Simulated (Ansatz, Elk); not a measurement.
# Ta2Te2S: X-ray structure factors from the self-consistent density

Structure refinements treat a crystal as free atoms side by side. For a made-up structure of Ta2Te2S (cell and positions from a PBE relaxation) the runs below show what the calculated density changes in F(hkl).

Method: DFT, PBE, all-electron APW+lo, Dirac cores, scalar-relativistic bands, static density, no spin, in Elk 11.2.3 (patched build).

The structure was built from a prototype and need not be the compound's stable phase.

### Step 1. Set-up

It takes space group R-3m (No. 166, trigonal). Conventional cell: a = 3.800 Å, b = 3.800 Å, c = 29.934 Å, α = 90.00°, β = 90.00°, γ = 120.00°. Nearest to Ta lie 3 S at 2.48 Å and 3 Te at 2.87 Å. Te has 3 Ta at 2.87 Å nearest. Nearest to S lie 6 Ta at 2.48 Å. Farther neighbours and most contacts between anions are not listed.

### Step 2. Ground state and structure factors

An all-electron density is needed, since X-rays see the cores too. Task 0 finds the density and task 195 Fourier-transforms it; tshift is off so that phases refer to the origin typed.

elk.in

```
tasks
  0
  195

xctype
  20

spinpol
  .false.

rgkmax
  7.0

gmaxvr
  14.0

lmaxo
  7

lmaxapw
  8

swidth
  0.002

tshift
  .false.

ramdisk
  .false.

hmaxvr
  5.5

maxscl
  120

epspot
  1e-06

sppath
  './'

avec
  3.59064694576 2.07306098036 18.85590730789
  -3.59064694576 2.07306098036 18.85590730789
  -0.00000000000 -4.14612196174 18.85590730778

atoms
  3
  'Ta.in'
  2
  0.3718865009 0.3718865009 0.3718865009   0.000000 0.000000 0.000000
  0.6281134991 0.6281134991 0.6281134991   0.000000 0.000000 0.000000
  'Te.in'
  2
  0.7669753987 0.7669753987 0.7669753987   0.000000 0.000000 0.000000
  0.2330246013 0.2330246013 0.2330246013   0.000000 0.000000 0.000000
  'S.in'
  1
  -0.0000000000 -0.0000000000 -0.0000000000   0.000000 0.000000 0.000000

ngridk
  7 7 7
```

Launch:

```
$ OMP_NUM_THREADS=4 elk
```

Numbers of over 12 decimals in the logs are rounded to 6 here.

The program printed:

```text
┌─────────────────────────┐
│ Elk code version 11.2.3 │
└─────────────────────────┘

All units are atomic (Hartree, Bohr, etc.)

┌─────────────────────────────────────────────────┐
│ Ground-state run starting from atomic densities │
└─────────────────────────────────────────────────┘

Lattice vectors :
   3.590646946       2.073060980       18.85590731
  -3.590646946       2.073060980       18.85590731
  -0.000000000      -4.146121962       18.85590731

Reciprocal lattice vectors :
  0.8749377761      0.5051455606      0.1110736847
 -0.8749377761      0.5051455606      0.1110736847
  0.6620272003E-17  -1.010291121      0.1110736846

Unit cell volume      :    842.1383928
Brillouin zone volume :   0.2945480405

Muffin-tin inner radius fraction :   0.1000000000E-01

Nuclei treated as point charges

Species : 1 (Ta)
 parameters loaded from : Ta.in
 name : tantalum
 nuclear charge    :   -73.00000000
 electronic charge :    73.00000000
 atomic mass :    329847.8435
 muffin-tin radius :    2.595437067
 number of radial points in muffin-tin :   1393
 inner part over the whole radius :   0.9905212027E-02
 number on inner part of muffin-tin    :    997
 approximate nuclear radius :   0.1005189763E-03
 number of mesh points to nuclear radius :    521
 atomic positions (lattice), magnetic fields (Cartesian) :
  1 :   0.37188650  0.37188650  0.37188650    0.00000000  0.00000000  0.00000000
  2 :  -0.37188650 -0.37188650 -0.37188650    0.00000000  0.00000000  0.00000000

Species : 2 (Te)
 parameters loaded from : Te.in
 name : tellurium
 nuclear charge    :   -52.00000000
 electronic charge :    52.00000000
 atomic mass :    232600.5708
 muffin-tin radius :    2.600000000
 number of radial points in muffin-tin :   1193
 inner part over the whole radius :   0.9992174838E-02
 number on inner part of muffin-tin    :    851
 approximate nuclear radius :   0.8944870508E-04
 number of mesh points to nuclear radius :    430
 atomic positions (lattice), magnetic fields (Cartesian) :
  1 :  -0.23302460 -0.23302460 -0.23302460    0.00000000  0.00000000  0.00000000
  2 :   0.23302460  0.23302460  0.23302460    0.00000000  0.00000000  0.00000000

Species : 3 (S)
 parameters loaded from : S.in
 name : sulphur
 nuclear charge    :   -16.00000000
 electronic charge :    16.00000000
 atomic mass :    58450.91931
 muffin-tin radius :    2.039271981
 number of radial points in muffin-tin :    793
 inner part over the whole radius :   0.9926967998E-02
 number on inner part of muffin-tin    :    553
 approximate nuclear radius :   0.6195814986E-04
 number of mesh points to nuclear radius :    252
 atomic positions (lattice), magnetic fields (Cartesian) :
  1 :   0.00000000  0.00000000  0.00000000    0.00000000  0.00000000  0.00000000

Total number of atoms per unit cell :    5
Total muffin-tin volume :    329.2381985
 ratio of muffin-tin to unit cell volume :   0.3909549800

Spin treatment :
 spin-unpolarised

Number of Bravais lattice symmetries :   12
Number of crystal symmetries         :   12
Crystal has inversion symmetry
Real symmetric eigensolver will be used

k-point grid :      7     7     7
k-point offset :    0.000000000       0.000000000       0.000000000
k-point set is reduced with full crystal symmetry group
Total number of k-points :       44

Muffin-tin radius times maximum |G+k| :    7.000000000
 using average radius
Maximum |G+k| for APW functions       :    2.815735203
Maximum (1/2)|G+k|²                   :    3.964182368
Maximum |G| for potential and density :    14.00000000
Constant for pseudocharge density :    9
 order of it for each species :   16  16  16
 order of it for pair densities of each species (exact exchange by exxq0 0: 17) :   11  11   5
Radial integration step length :    1

G-vector grid sizes :     90    90    90
Number of G-vectors :    38935

Maximum angular momentum used for
 APW functions            :    8
 outer part of muffin-tin :    7
 inner part of muffin-tin :    2

Total nuclear charge    :   -266.0000000
[...]
total energy                :     -45247.219177160

Density of states at Fermi energy :    68.25136259
 (states/Hartree/unit cell)

Estimated indirect band gap :   0.5040606690E-03
 from k-point 19 to k-point 30
Estimated direct band gap   :   0.1711590819E-01
 at k-point 28

Charges :
 core                        :    174.0000000
 valence                     :    92.00000000
 interstitial                :    9.817835410
 muffin-tins (core leakage)
  species : 1 (Ta)
   atom 1                    :    70.87691516     (  0.5792407336E-06)
[...]
species : 2 (Te)
[...]
species : 3 (S)
[...]
total in muffin-tins        :    256.1821646
 total calculated charge     :    265.9995644
 total charge                :    266.0000000
 error                       :   0.4355588329E-03

RMS change in Kohn-Sham potential (target) :   0.2034274697     (  0.1000000000E-05)
Absolute change in total energy (target)   :   0.2293734984     (  0.1000000000E-03)

[... loops 3 to 15 left out ...]

┌──────────────────┐
│ Loop number : 16 │
└──────────────────┘

Energies :
 Fermi                       :     0.284562
 sum of occupied eigenvalues :     -27613.288332486
 electron kinetic            :      49860.666317568
 core electron kinetic       :      48334.220653581
 Coulomb                     :     -94092.615380372
 Coulomb potential           :     -76149.647137937
 nuclear-nuclear             :     -3079.6300238080
 electron-nuclear            :     -105945.70524434
 Hartree                     :      14932.719887778
 Madelung                    :     -56017.791811404
 xc potential                :     -1324.3075121169
 exchange                    :     -998.20467878132
 correlation                 :     -15.136071383739
 electron entropic           :    -0.13605659095919E-02
 total energy                :     -45245.291173535

Density of states at Fermi energy :    107.7456754
 (states/Hartree/unit cell)

Estimated indirect band gap :   0.1333677570E-02
 from k-point 30 to k-point 13
Estimated direct band gap   :   0.1568985789E-01
 at k-point 37

Charges :
 core                        :    174.0000000
 valence                     :    92.00000000
 interstitial                :    9.574853431
 muffin-tins (core leakage)
  species : 1 (Ta)
[...]
species : 2 (Te)
[...]
species : 3 (S)
[...]
total in muffin-tins        :    256.4251466
 total calculated charge     :    265.9996063
 total charge                :    266.0000000
 error                       :   0.3936523898E-03

RMS change in Kohn-Sham potential (target) :   0.3027389426E-06 (  0.1000000000E-05)
Absolute change in total energy (target)   :   0.6032713281E-04 (  0.1000000000E-03)

Convergence targets achieved

┌──────────────────┐
│ Loop number : 17 │
└──────────────────┘

Energies :
 Fermi                       :     0.284562
 sum of occupied eigenvalues :     -27613.288330620
 electron kinetic            :      49860.666318507
 core electron kinetic       :      48334.220653606
 Coulomb                     :     -94092.615382489
 Coulomb potential           :     -76149.647161084
 nuclear-nuclear             :     -3079.6300238080
 electron-nuclear            :     -105945.70522402
 Hartree                     :      14932.719865338
 Madelung                    :     -56017.791801947
 xc potential                :     -1324.3074880426
 exchange                    :     -998.20467869937
 correlation                 :     -15.136071376623
 electron entropic           :    -0.13605654667364E-02
 total energy                :     -45245.291174624

Density of states at Fermi energy :    107.7456360
 (states/Hartree/unit cell)

Estimated indirect band gap :   0.1333678623E-02
 from k-point 30 to k-point 13
Estimated direct band gap   :   0.1568984516E-01
 at k-point 37

Charges :
 core                        :    174.0000000
 valence                     :    92.00000000
 interstitial                :    9.574853290
 muffin-tins (core leakage)
  species : 1 (Ta)
[...]
species : 2 (Te)
   atom 1                    :    50.02809230     (  0.4025828712E-03)
   atom 2                    :    50.02809230     (  0.4025828712E-03)
  species : 3 (S)
   atom 1                    :    14.22447961     (  0.2070178190E-03)
 total in muffin-tins        :    256.4251467
 total calculated charge     :    265.9996063
 total charge                :    266.0000000
 error                       :   0.3936522710E-03

┌──────────────────────────────┐
│ Self-consistent loop stopped │
└──────────────────────────────┘

Warning : core states of species 2 leak from the muffin-tin :   0.4025828712E-03

Warning : core states of species 3 leak from the muffin-tin :   0.2070178190E-03

Wrote STATE.OUT
```

Elapsed: 82 s, on 4 threads of Arm Neoverse V2, shared host; peak memory 0.46 GiB.

SFACRHO.OUT:

```text

h k l indices transformed by vhmat matrix:
   1.000000000       0.000000000       0.000000000    
   0.000000000       1.000000000       0.000000000    
   0.000000000       0.000000000       1.000000000    

      h      k      l  multipl.   |H|            Re(F)            Im(F)           |F|

      0      0      0      1   0.0000000       266.00000      0.54237206E-15   266.00000    
      1      1      1      2  0.33322105       90.790613      0.99437451E-13   90.790613    
     -2     -2     -2      2  0.66644211      -47.111553     -0.26217243E-13   47.111553    
      3      3      3      2  0.99966316       11.687441     -0.18108397E-12   11.687441    
      0     -1      0      6   1.0163786      -68.018476      0.50871492E-16   68.018476    
      1      0      1      6   1.0344262      -79.714989      0.20503018E-13   79.714989    
      2      1      1      6   1.1036693      -35.540213     -0.14602233E-12   35.540213    
     -2     -1     -2      6   1.1528756       136.58187     -0.46661465E-13   136.58187    
      2      3      2      6   1.2748408      -144.82396      0.46813098E-13   144.82396    
      4      4      4      2   1.3328842      -84.186282     -0.42068983E-12   84.186282    
      2      3      3      6   1.3454662       186.77066      0.16366894E-12   186.77066    
     -4     -3     -3      6   1.5014741      -51.424257      0.11719596E-13   51.424257    
      4      3      4      6   1.5854050       36.658039      0.30680628E-12   36.658039    
     -5     -5     -5      2   1.6661053      -169.32601      0.22497942E-12   169.32601    
      1      0     -1      6   1.7498756       199.83550      0.10081096E-13   199.83550    
      5      4      4      6   1.7623004       141.74030     -0.37963753E-13   141.74030    
     -2      0     -1     12   1.7813199       70.697836     -0.81765196E-13   70.697836    
      4      5      5      6   1.8544032       34.044021      0.13441738E-12   34.044021
```

Elk indexes on the primitive cell of elk.in and gives |H| = 4π sin θ/λ in inverse bohr. Below, one row stands for each form hkl of the conventional cell (m members, Friedel mates merged), F is for one primitive cell and the density is static (no thermal factor). Free-atom factors are Waasmaier and Kirfel's, and R is Σm||F|−|F'||/Σm|F|.

```csv
hkl,m,sin θ/λ (Å⁻¹),"abs F, DFT",neutral atoms,diff.
003,2,0.050,90.791,90.730,+0.061
006,2,0.100,47.112,46.980,+0.132
009,2,0.150,11.687,11.406,+0.281
101,6,0.153,68.019,68.104,-0.085
012,6,0.156,79.715,79.604,+0.111
104,6,0.166,35.540,35.899,-0.359
015,6,0.173,136.582,136.533,+0.049
107,6,0.192,144.824,145.100,-0.276
0 0 12,2,0.200,84.186,84.905,-0.719
018,6,0.202,186.771,187.070,-0.299
1 0 10,6,0.226,51.424,51.537,-0.113
0 1 11,6,0.238,36.658,36.941,-0.283
0 0 15,2,0.251,169.326,169.951,-0.625
110,6,0.263,199.835,200.282,-0.447
1 0 13,6,0.265,141.740,142.059,-0.319
113,12,0.268,70.698,71.035,-0.338
0 1 14,6,0.279,34.044,34.054,-0.010
116,12,0.282,36.889,36.915,-0.026
```

### Step 3. The highest occupied states alone

An energy window below the Fermi level keeps the highest occupied states, to see at which angles they scatter; shallow core shells can lie inside it and anion s states outside. No new self-consistency is needed.

Changes to elk.in since step 2:

```diff
@@ -1,3 +1,2 @@
 tasks
-  0
   195
@@ -40,2 +39,5 @@
 
+wsfac
+  -0.082930 0.584560
+
 sppath
```

Launch:

```
$ OMP_NUM_THREADS=4 elk
```

The program printed:

```text
┌─────────────────────────────────┐
│ Elk code version 11.2.3 started │
└─────────────────────────────────┘

Info(readinput): the functional depends on the density's gradient
 muffin-tin radial points multiplied by    2.00000
 (not where nrmtscf is given)

┌────────────────────┐
│ Current task : 195 │
└────────────────────┘
Info(checkmt): changed muffin-tin radius of species 1 (Ta) from   2.8000 to   2.5954
Info(checkmt): changed muffin-tin radius of species 3 (S) from   2.2000 to   2.0393

Info(sfacrho): density structure factors written to SFACRHO.OUT

 Energy window :  -0.8293000000E-01  0.5845600000

┌──────────────────┐
│ Elk code stopped │
└──────────────────┘
```

Run time: 17 s. Hardware: 4 threads; peak memory 0.28 GiB; 22 s of CPU time.

States within 10 eV below the Fermi level hold 22.00 electrons; any levels below the window count with the cores. Their amplitudes can exceed the total, where window and core parts have opposite phase:

```csv
hkl,sin θ/λ (Å⁻¹),"abs F, window","abs F, all"
003,0.050,7.384,90.791
006,0.100,0.057,47.112
009,0.150,2.594,11.687
101,0.153,0.344,68.019
012,0.156,0.262,79.715
104,0.166,1.068,35.540
015,0.173,3.523,136.582
107,0.192,0.411,144.824
0 0 12,0.200,0.302,84.186
018,0.202,2.057,186.771
```

### Step 4. Another functional

The difference from free atoms is small, so it is set against the change that PBEsol makes.

Changes to elk.in since step 3:

```diff
@@ -1,2 +1,3 @@
 tasks
+  0
   195
@@ -4,3 +5,3 @@
 xctype
-  20
+  22
 
@@ -39,5 +40,2 @@
 
-wsfac
-  -0.082930 0.584560
-
 sppath
```

Launch:

```
$ OMP_NUM_THREADS=4 elk
```

The program printed:

```text
┌─────────────────────────┐
│ Elk code version 11.2.3 │
└─────────────────────────┘

All units are atomic (Hartree, Bohr, etc.)

┌─────────────────────────────────────────────────┐
│ Ground-state run starting from atomic densities │
└─────────────────────────────────────────────────┘

Lattice vectors :
   3.590646946       2.073060980       18.85590731
  -3.590646946       2.073060980       18.85590731
  -0.000000000      -4.146121962       18.85590731

Reciprocal lattice vectors :
  0.8749377761      0.5051455606      0.1110736847
[...]
atom 2                    :    50.02044469     (  0.4064638225E-03)
  species : 3 (S)
   atom 1                    :    14.20575635     (  0.2088541188E-03)
 total in muffin-tins        :    256.4137956
 total calculated charge     :    265.9996006
 total charge                :    266.0000000
 error                       :   0.3994410156E-03

┌──────────────────────────────┐
│ Self-consistent loop stopped │
└──────────────────────────────┘

Warning : core states of species 2 leak from the muffin-tin :   0.4064638225E-03

Warning : core states of species 3 leak from the muffin-tin :   0.2088541188E-03

Wrote STATE.OUT
[key lines of the parts left out:]
total energy                :     -45229.618741513
```

Elapsed: 79 s, on 4 threads; peak memory 0.45 GiB.

Against the first run R = 0.01 %; the largest change is -0.026 at 015.

### Step 5. A coarser k-mesh

About half the k-points along each axis test the sampling.

Changes to elk.in since step 4:

```diff
@@ -5,3 +5,3 @@
 xctype
-  22
+  20
 
@@ -63,2 +63,2 @@
 ngridk
-  7 7 7
+  4 4 4
```

Launch:

```
$ OMP_NUM_THREADS=4 elk
```

The program printed:

```text
┌─────────────────────────┐
│ Elk code version 11.2.3 │
└─────────────────────────┘

All units are atomic (Hartree, Bohr, etc.)

┌─────────────────────────────────────────────────┐
│ Ground-state run starting from atomic densities │
└─────────────────────────────────────────────────┘

Lattice vectors :
   3.590646946       2.073060980       18.85590731
  -3.590646946       2.073060980       18.85590731
  -0.000000000      -4.146121962       18.85590731

Reciprocal lattice vectors :
  0.8749377761      0.5051455606      0.1110736847
[...]
atom 2                    :    50.03118201     (  0.4027247345E-03)
  species : 3 (S)
   atom 1                    :    14.22793696     (  0.2070748115E-03)
 total in muffin-tins        :    256.4250946
 total calculated charge     :    265.9996700
 total charge                :    266.0000000
 error                       :   0.3299895902E-03

┌──────────────────────────────┐
│ Self-consistent loop stopped │
└──────────────────────────────┘

Warning : core states of species 2 leak from the muffin-tin :   0.4027247345E-03

Warning : core states of species 3 leak from the muffin-tin :   0.2070748115E-03

Wrote STATE.OUT
[key lines of the parts left out:]
total energy                :     -45245.290642173
```

The job ended after 47 s (4 threads; peak memory 0.46 GiB; 93 s of CPU time).

Against the first run R = 0.01 %; the largest change is +0.015 at 024.

### Step 6. Settings against the effect

```csv
run,R against the first run (%),"R against neutral atoms, low angle (%)",wall time
"PBE, rgkmax 7",0.00,0.25,82 s
PBEsol,0.01,0.25,79 s
k-mesh 4×4×4,0.01,0.25,47 s
```

### Step 7. Outcome

```json
{
  "R against neutral atoms, sin θ/λ < 0.3 Å⁻¹": "0.25 %",
  "R against neutral atoms, 0.3 to 0.66 Å⁻¹": "0.16 %"
}
```

Independent neutral atoms miss the calculated amplitudes by R = 0.25 % below 0.3 Å⁻¹ and 0.16 % from there to 0.66 Å⁻¹; by shells, 0.14 % below 0.15 Å⁻¹ (2 forms), 0.26 % 0.15 to 0.3 (16 forms), 0.11 % 0.3 to 0.45 (36 forms), 0.18 % above 0.45 (95 forms). Bonding, aspherical density and the tables' own atoms all enter these figures, and the runs don't part them. The largest change of an amplitude is -0.72 electrons, at 0 0 12. The window's part falls from 22.0 electrons at the origin to at most 0.25 between 0.45 and 0.66 Å⁻¹. Below 0.3 Å⁻¹ the changes that finished (PBEsol and k-mesh 4×4×4) move F by R = 0.01 % at most, against the 0.25 % that separates it from free atoms. The basis has no finished test. Spin-orbit coupling is left out, which can matter for elements this heavy. Part of the difference isn't bonding: the tables are fits to free atoms and ions calculated by other methods than this functional. Thermal motion, anomalous dispersion and extinction are left out.

[Logs are printed without paths, hosts, clocks, repeated set-up lines and the standing remarks that a program may print on its own settings, such as how far it seeks lower states.]

[Hosts, paths, dates, database ids (printed as entryN), source tags and the programs' standing remarks are cut or masked in the printed files.]
